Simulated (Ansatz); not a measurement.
**What AlSi2 (built on the sites of a database entry of ScSi2) distorts into**

Which phase does AlSi2 (built on the sites of a database entry of ScSi2) fall into along its unstable mode, and how much energy does it gain?

Program: Ansatz 0.2.0. Level of theory: DFT RPBE, scalar-relativistic, plane waves, PAW. Results are calculated unless marked as measured.

Report form: the programs' logs are mostly left out.

The structure was built from a prototype and need not be the compound's stable phase.

## Step 1: Starting point

The structure is hexagonal, space group P6/mmm (No. 191). The conventional cell has a = 4.464 Å, b = 4.464 Å, c = 2.679 Å, α = 90.00°, β = 90.00°, γ = 120.00°. Nearest to Al lie 2 Al at 2.68 Å and 12 Si at 2.90 Å. Si has 5 Si at 2.58 to 2.68 Å and 6 Al at 2.90 Å nearest. Farther neighbours are not listed.

## Step 2: Phonons on a q mesh

The cell comes from relaxations at this level that are not shown. Stability and thermal properties need the whole zone. Linear response on a 2×2×4 q mesh gives force constants as far as a supercell of that size would.

Contents of input.yaml:

```yaml
crystal:
  lattice:
    - [4.4636803247, 0.0, 0.0]
    - [-2.2318401624, 3.8656605556, 0.0]
    - [0.0, 0.0, 2.6789809024]
  atoms:
    - { symbol: Al, position: [0.0, 0.0, 0.0] }
    - { symbol: Si, position: [0.3333333333, 0.6666666667, 0.5] }
    - { symbol: Si, position: [0.6666666667, 0.3333333333, 0.5] }
kpoints:
  mp_grid: { grid: [12, 12, 12] }
hamiltonian:
  xc: rpbe
scf:
  occupations: { method: methfessel_paxton, width: 0.15 }
output:
  eigenvalues: true
phonons:
  method: dfpt
  qmesh: [2, 2, 4]
  temperatures: { t_max: 1000, t_step: 50 }
  qpath:
    path:
      - [[0.0, 0.0, 0.0], [0.5, 0.0, 0.0], [0.33333333, 0.33333333, 0.0], [0.0, 0.0, 0.0], [0.0, 0.0, 0.5], [0.5, 0.0, 0.5], [0.33333333, 0.33333333, 0.5], [0.0, 0.0, 0.5]]
      - [[0.5, 0.0, 0.5], [0.5, 0.0, 0.0]]
      - [[0.33333333, 0.33333333, 0.5], [0.33333333, 0.33333333, 0.0]]
    npoints: 10
```

The run is started by

```sh
> ansatz run input.yaml --threads 4 --pin off --max-ram 7168MiB --backend cpu --events-out ev --progress --plain --runs-dir out
```

Wall time 90 s (4 threads of Arm Neoverse V1, shared host); peak memory 0.84 GiB.

Numbers from this step:

* volume per atom: 15.41 Å³
* gap on the k-mesh: 0 eV
* sum-rule residual before enforcement: 1.98e-4 eV/Å²
* lowest frequency on the path: -141.6 cm⁻¹
* point group: 6/mmm
* highest frequency on the path or at a solved wavevector: 373.9 cm⁻¹
* highest optical mode at the zone centre (no LO-TO term): 279.9 cm⁻¹
* lowest optical zone-centre mode: 46.76 cm⁻¹
* lowest mode on the q mesh (acoustic modes at Γ apart): -141.6 cm⁻¹

Frequencies (cm⁻¹) solved at each irreducible wavevector; negative means imaginary. Frequencies by wavevector, by row:

| q in reciprocal lattice units | star | mode 1 | mode 2 | mode 3 | mode 4 | mode 5 | mode 6 | mode 7 | mode 8 | mode 9 |
| --- | --- | --- | --- | --- | --- | --- | --- | --- | --- | --- |
| 0 0 0 | 1 | 0 | 0 | 0 | 46.8 | 142.3 | 187.9 | 187.9 | 279.9 | 279.9 |
| 0 0 0.25 | 2 | 53.5 | 53.5 | 163.5 | 195.7 | 196.1 | 196.1 | 256.4 | 270.3 | 270.3 |
| 0 0 -0.5 | 1 | -141.6 | 82 | 82 | 171.5 | 171.5 | 227.8 | 275.2 | 275.2 | 364.7 |
| 0 -0.5 0 | 3 | -35.4 | 60.8 | 66.9 | 98.8 | 117.8 | 127.4 | 206.5 | 231.3 | 288 |
| 0 -0.5 0.25 | 6 | 72.7 | 103.3 | 119.2 | 123.5 | 168.6 | 205.8 | 226.4 | 271.8 | 272.6 |
| 0 -0.5 -0.5 | 3 | -56.2 | 91 | 143.9 | 147.3 | 149 | 159.6 | 223.9 | 250.4 | 371.1 |

Interpolated from a 2×2×4 q mesh, rough between the solved points. Phonon branches along the path, in cm⁻¹:

| point | branch 1 | branch 2 | branch 3 | branch 4 | branch 5 | branch 6 | branch 7 | branch 8 | branch 9 |
| --- | --- | --- | --- | --- | --- | --- | --- | --- | --- |
| Γ | 0 | 0 | 0 | 47 | 142 | 188 | 188 | 280 | 280 |
| halfway | -23 | 41 | 74 | 121 | 137 | 145 | 154 | 268 | 286 |
| M | -35 | 61 | 67 | 99 | 118 | 127 | 206 | 231 | 288 |
| halfway | -30 | -20 | 83 | 103 | 107 | 123 | 215 | 236 | 282 |
| K | -54 | -25 | 92 | 92 | 113 | 113 | 232 | 232 | 275 |
| halfway | -25 | 37 | 80 | 130 | 134 | 137 | 149 | 266 | 284 |
| Γ | 0 | 0 | 0 | 47 | 142 | 188 | 188 | 280 | 280 |
| halfway | 54 | 54 | 164 | 196 | 196 | 196 | 256 | 270 | 270 |
| A | -142 | 82 | 82 | 172 | 172 | 228 | 275 | 275 | 365 |
| halfway | -55 | 72 | 87 | 139 | 158 | 231 | 235 | 263 | 368 |
| L | -56 | 91 | 144 | 147 | 149 | 160 | 224 | 250 | 371 |
| halfway | -45 | 67 | 126 | 159 | 162 | 178 | 220 | 232 | 373 |
| H | 21 | 21 | 114 | 176 | 176 | 201 | 205 | 205 | 374 |
| halfway | 21 | 43 | 110 | 136 | 150 | 229 | 230 | 254 | 369 |
| A | -142 | 82 | 82 | 172 | 172 | 228 | 275 | 275 | 365 |
| jump to L | -56 | 91 | 144 | 147 | 149 | 160 | 224 | 250 | 371 |
| halfway | 73 | 103 | 119 | 124 | 169 | 206 | 226 | 272 | 273 |
| M | -35 | 61 | 67 | 99 | 118 | 127 | 206 | 231 | 288 |
| jump to H | 21 | 21 | 114 | 176 | 176 | 201 | 205 | 205 | 374 |
| halfway | 71 | 81 | 81 | 163 | 163 | 220 | 233 | 233 | 287 |
| K | -54 | -25 | 92 | 92 | 113 | 113 | 232 | 232 | 275 |

Symmetry leaves 6 wavevectors to solve. The lowest mode among them, the acoustic zeros apart, lies at q = (0, 0, -0.5) and is imaginary, 141.6i cm⁻¹, so the energy falls along it.

## Step 3: The mode frozen in, largest atomic shift 0 Å

The mode followed lies at q = (0, 0, -0.5) with frequency 141.6i cm⁻¹, the softest among the wavevectors solved. At small amplitude the distorted cell has space group no. 194 by a symmetry search on the positions. The undistorted cell that holds it gives the zero of energy on the same k mesh.

System of this step: AlSi2 (built on the sites of a database entry of ScSi2). The structure is hexagonal, space group P6/mmm (No. 191). The conventional cell has a = 4.464 Å, b = 4.464 Å, c = 2.679 Å, α = 90.00°, β = 90.00°, γ = 120.00°. Al has 2 Al at 2.68 Å and 12 Si at 2.90 Å nearest. Si has 5 Si at 2.58 to 2.68 Å and 6 Al at 2.90 Å nearest. Farther neighbours are not listed.

Contents of input.yaml:

```yaml
crystal:
  lattice:
    - [4.4636803247, 0.0, 0.0]
    - [2.2318401624, 3.8656605556, 0.0]
    - [0.0, 0.0, 5.3579618048]
  atoms:
    - { symbol: Al, position: [0.0, 0.0, 0.0] }
    - { symbol: Al, position: [0.0, 0.0, 0.5] }
    - { symbol: Si, position: [0.6666666667, 0.6666666667, 0.25] }
    - { symbol: Si, position: [0.6666666667, 0.6666666667, 0.75] }
    - { symbol: Si, position: [0.3333333333, 0.3333333333, 0.25] }
    - { symbol: Si, position: [0.3333333333, 0.3333333333, 0.75] }
kpoints:
  mp_grid: { grid: [9, 9, 6] }
hamiltonian:
  xc: rpbe
scf:
  occupations: { method: methfessel_paxton, width: 0.15 }
output:
  forces: true
  stress: true
  eigenvalues: true
```

It took 1.4 s on 4 threads; peak memory 0.38 GiB; 4.8 s of CPU time.

Numbers from this step:

* pressure: 0.03449 GPa
* energy from the undistorted cell: 0 meV/atom

The run ends at a pressure of 0.03 GPa.

## Step 4: The mode frozen in, largest atomic shift 0.08 Å

The atoms are moved along the unstable eigenvector, the largest shift by 0.08 Å, with the cell fixed.

input.yaml, the sections that differ from step 3:

```yaml
crystal:
  lattice:
    - [4.4636803247, 0.0, 0.0]
    - [2.2318401624, 3.8656605556, 0.0]
    - [0.0, 0.0, 5.3579618048]
  atoms:
    - { symbol: Al, position: [0.0, 0.0, 0.0] }
    - { symbol: Al, position: [0.0, 0.0, 0.5] }
    - { symbol: Si, position: [0.6666666667, 0.6666666667, 0.2649310508] }
    - { symbol: Si, position: [0.6666666667, 0.6666666667, 0.7350689492] }
    - { symbol: Si, position: [0.3333333333, 0.3333333333, 0.2350689492] }
    - { symbol: Si, position: [0.3333333333, 0.3333333333, 0.7649310508] }
# kpoints, hamiltonian, scf, output: as in step 3
```

Run time: 1.4 s. Hardware: 4 threads; peak memory 0.38 GiB; 5 s of CPU time.

This step gave:

```
pressure                         : 0.6080 GPa
energy from the undistorted cell : -2.116 meV/atom
```

The energy, extrapolated to zero smearing, is -2.12 meV/atom against the undistorted cell.

The run ends at a pressure of 0.61 GPa, with forces up to 0.0016 eV/Å.

## Step 5: Energy along the mode, all amplitudes (two of the runs are shown above)

An imaginary frequency means negative curvature, so the energy should fall and then rise again as anharmonic terms take over.

This step gave:

```
depth at the lowest point sampled  : 2.116 meV/atom
largest atomic shift at that point : 0.08 Å
```

Table of energy from the parent by largest atomic shift:

| largest atomic shift (Å) | energy from the parent (meV/atom) |
| --- | --- |
| 0.0000 | 0 |
| 0.0400 | -1.10 |
| 0.0800 | -2.12 |
| 0.1400 | 3.93 |
| 0.2200 | 55.5 |

Displacement at unit largest shift by atom:

| atom | x (Å) | y (Å) | z (Å) | size |
| --- | --- | --- | --- | --- |
| Al1 | 0.00 | 0.00 | 0.00 | 0.00 |
| Al2 | 0.00 | 0.00 | 0.00 | 0.00 |
| Si3 | 0.00 | 0.00 | 1.00 | 1.00 |
| Si4 | 0.00 | 0.00 | -1.00 | 1.00 |
| Si5 | 0.00 | 0.00 | -1.00 | 1.00 |
| Si6 | 0.00 | 0.00 | 1.00 | 1.00 |

The lowest of the steps tried is at 0.08 Å, 2.12 meV/atom below the parent; the bottom of the well need not coincide with a step.

## Step 6: Relaxing from the distorted cell

Starting from the lowest point found, all atoms and the cell are let go, so that strain and other modes of the same symmetry can join in.

Changes to input.yaml since step 4:

```diff
@@ -22 +22,6 @@
   eigenvalues: true
+relax:
+  adjacent_minimum: "off"
+  f_tol: 0.002
+  max_steps: 120
+  cell: { stress_tol: 0.03 }
```

The job ended after 17 s (4 threads; peak memory 0.43 GiB).

The steps of the relaxation:

| step | energy less that of the first step (eV) | largest force component (eV/Å) | pressure (GPa) | volume (Å³) |
| --- | --- | --- | --- | --- |
| 1 | 0.0000 | 0.0016 | 0.61 | 92.45 |
| 2 | -0.0149 | 0.1065 | 0.04 | 93.16 |
| 3 | -0.0193 | 0.1176 | -0.08 | 93.50 |
| 4 | -0.0194 | 0.2064 | 0.14 | 95.35 |
| 5 | -0.0262 | 0.0349 | 0.74 | 94.36 |
| 6 | -0.0257 | 0.0441 | -0.40 | 95.10 |
| 7 | -0.0285 | 0.0100 | -0.12 | 95.13 |
| 8 | -0.0286 | 0.0004 | 0.01 | 95.01 |
| 9* | -0.0298 | 0.0008 | 0.03 | 95.01 |
| 10 | -0.0298 | 0.0003 | 0.01 | 95.06 |
| 11* | -0.0298 | 0.0002 | 0.01 | 95.06 |

Relaxation steps marked * repeat the geometry before them on a plane-wave basis chosen anew for their cell, so energy and pressure can jump there. Relaxation step 6 was tried and not accepted.

The run keeps the 24 symmetry operations that it works with, so distortions that break them were not tested.

| conventional cell, symmetrised | before | after | change |
| --- | --- | --- | --- |
| a (Å) | 4.464 | 4.411 | -1.2 % |
| b (Å) | 4.464 | 4.411 | -1.2 % |
| c (Å) | 5.358 | 5.640 | +5.3 % |
| volume (Å³/atom) | 15.41 | 15.84 | +2.8 % |

The atoms that moved most (Å, as changes of fractional coordinates times the final cell):

| atom | dx | dy | dz | length |
| --- | --- | --- | --- | --- |
| Si4 | 0.000 | 0.000 | -0.096 | 0.096 |
| Si6 | 0.000 | 0.000 | 0.096 | 0.096 |
| Si3 | 0.000 | 0.000 | 0.096 | 0.096 |
| Si5 | 0.000 | 0.000 | -0.096 | 0.096 |

Final coordinates:

```xyz
6
Lattice="4.4113 0.0000 0.0000 2.2056 3.8203 0.0000 0.0000 0.0000 5.6405" Properties=species:S:1:pos:R:3 pbc="T T T"
Al    0.0000    0.0000    0.0000
Al    0.0000    0.0000    2.8202
Si    4.4113    2.5469    1.5902
Si    4.4113    2.5469    4.0503
Si    2.2056    1.2734    1.2300
Si    2.2056    1.2734    4.4105
```

Numbers from this step:

```
pressure        : 0.005511 GPa
volume per atom : 15.84 Å³
```

The distorted start has space group P6_3/mmc; the relaxation ends in P6_3/mmc.

## Step 7: The new phase in its own primitive cell

The relaxed structure is symmetrised, reduced to its primitive cell and relaxed tightly, as its phonons need.

input.yaml, the sections that differ from step 6:

```yaml
crystal:
  lattice:
    - [4.4112742483, 0.0, 0.0]
    - [-2.2056371241, 3.8202755621, 0.0]
    - [0.0, 0.0, 5.6404970382]
  atoms:
    - { symbol: Al, position: [0.0, 0.0, 0.75] }
    - { symbol: Al, position: [0.0, 0.0, 0.25] }
    - { symbol: Si, position: [0.3333333333, 0.6666666667, 0.0319306663] }
    - { symbol: Si, position: [0.3333333333, 0.6666666667, 0.4680693337] }
    - { symbol: Si, position: [0.6666666667, 0.3333333333, 0.9680693337] }
    - { symbol: Si, position: [0.6666666667, 0.3333333333, 0.5319306663] }
relax:
  adjacent_minimum: "off"
  f_tol: 0.001
  max_steps: 60
  cell: { stress_tol: 0.01 }
# kpoints, hamiltonian, scf, output: as in step 6
```

Run time: 3.5 s. Hardware: 4 threads; peak memory 0.41 GiB.

Little changed from the start: no atom moved by 0.005 Å and no cell edge by 0.1 %.

The largest force component left is 0.24 meV/Å and the pressure is 0.006 GPa, within the tolerances set. The cell now holds 15.84 Å³/atom.

## Step 8: Modes of the new phase, k-mesh 9×9×6

A relaxed structure may still be a saddle point, so its zone-centre modes are computed. No field response is asked, since the mesh shows no gap.

Changes to input.yaml since step 7:

```diff
@@ -19,9 +19,4 @@
 output:
-  forces: true
-  stress: true
   eigenvalues: true
-relax:
-  adjacent_minimum: "off"
-  f_tol: 0.001
-  max_steps: 60
-  cell: { stress_tol: 0.01 }
+phonons:
+  method: dfpt
```

The job ended after 26 s (4 threads; peak memory 1.1 GiB).

This step gave:

```
sum-rule residual before enforcement                    : 1.75e-5 eV/Å²
highest optical mode at the zone centre (no LO-TO term) : 335.1 cm⁻¹
lowest optical zone-centre mode                         : 69.34 cm⁻¹
```

Patterns of degenerate modes are one choice out of their space. The modes at Γ (shares of kinetic energy by element, %):

| mode | frequency (cm⁻¹) | symmetry | Al % | Si % |
| --- | --- | --- | --- | --- |
| 1 | 0.0 | acoustic | 32 | 68 |
| 2 | 0.0 | acoustic | 32 | 68 |
| 3 | 0.0 | acoustic | 32 | 68 |
| 4 | 69.3 | A2u | 68 | 32 |
| 5 | 115.8 | E2g | 99 | 1 |
| 6 | 115.8 | E2g | 99 | 1 |
| 7 | 145.9 | E2u | 0 | 100 |
| 8 | 145.9 | E2u | 0 | 100 |
| 9 | 173.2 | B1g | 0 | 100 |
| 10 | 218.6 | E1u | 68 | 32 |
| 11 | 218.6 | E1u | 68 | 32 |
| 12 | 275.5 | E1g | 0 | 100 |
| 13 | 275.5 | E1g | 0 | 100 |
| 14 | 277.7 | E2g | 1 | 99 |
| 15 | 277.7 | E2g | 1 | 99 |
| 16 | 278.3 | A1g | 0 | 100 |
| 17 | 296.3 | B1g | 100 | 0 |
| 18 | 335.1 | B2u | 0 | 100 |

Displacements in mode 4 (69.3 cm⁻¹), the largest set to 1:
```
Al1  0.00  0.00  1.00
Al2  0.00  0.00  1.00
Si3  0.00  0.00 -0.48
Si4  0.00  0.00 -0.48
Si5  0.00  0.00 -0.48
Si6  0.00  0.00 -0.48
```

Displacements in mode 11 (218.6 cm⁻¹), the largest set to 1:
```
Al1 -0.07  1.00  0.00
Al2 -0.07  1.00  0.00
Si3  0.03 -0.48  0.00
Si4  0.03 -0.48  0.00
Si5  0.03 -0.48  0.00
Si6  0.03 -0.48  0.00
```

Before it was imposed, the acoustic sum rule was missed by 1.7e-5 eV/Å². Small misses are needed for a sound result but don't prove that mesh and cutoff are converged. The lowest optical mode is real, 69.3 cm⁻¹.

## Step 9: What came out

- unstable mode of the parent: q = (0, 0, -0.5), 142i cm⁻¹
- depth at the lowest point sampled: 2.12 meV/atom
- largest atomic shift at that point: 0.08 Å
- space group reached (within 0.01 Å): P6_3/mmc
- energy gained over the parent (first relaxation, on the mesh of the frozen mode): 6.99 meV/atom
- volume per atom, phase reached: 15.8 Å³
- lowest optical zone-centre mode, phase reached: 69.3 cm⁻¹
- highest optical mode at the zone centre (no LO-TO term), phase reached: 335 cm⁻¹

In words: Along this mode the structure falls into P6_3/mmc, 6.99 meV/atom below the parent. At the parent's cell the well is 2.116 meV/atom deep on the steps tried, with its lowest point at a shift of 0.08 Å. Relaxing atoms and cell changes the gain by +4.88 meV/atom against the lowest step (energies at zero smearing). Most of the total comes from this relaxation. The new phase has no imaginary mode at the zone centre of its cell; other wavevectors were not checked. Of the 2 patterns followed to their end from this parent, this one reaches the lowest energy. Each path keeps the symmetry of its pattern, so a lower phase may lie along a pattern not tried. The q mesh stands for a supercell only 8.9 Å across, so branches between the solved wavevectors are rough. With no gap, or one that is small against the smearing, the frequencies hang on the k mesh and the smearing, most of all near Kohn anomalies. The phonon runs are without spin polarisation, although the cell has an odd electron count. The starting cell was built on a prototype and not taken from a measurement, so the phase need not exist.

[Logs are printed without paths, hosts, clocks, repeated set-up lines and the standing remarks that a program may print on its own settings, such as how far it seeks lower states.]

[Hosts, paths, dates, database ids (printed as entryN), source tags and the programs' standing remarks are cut or masked in the printed files.]
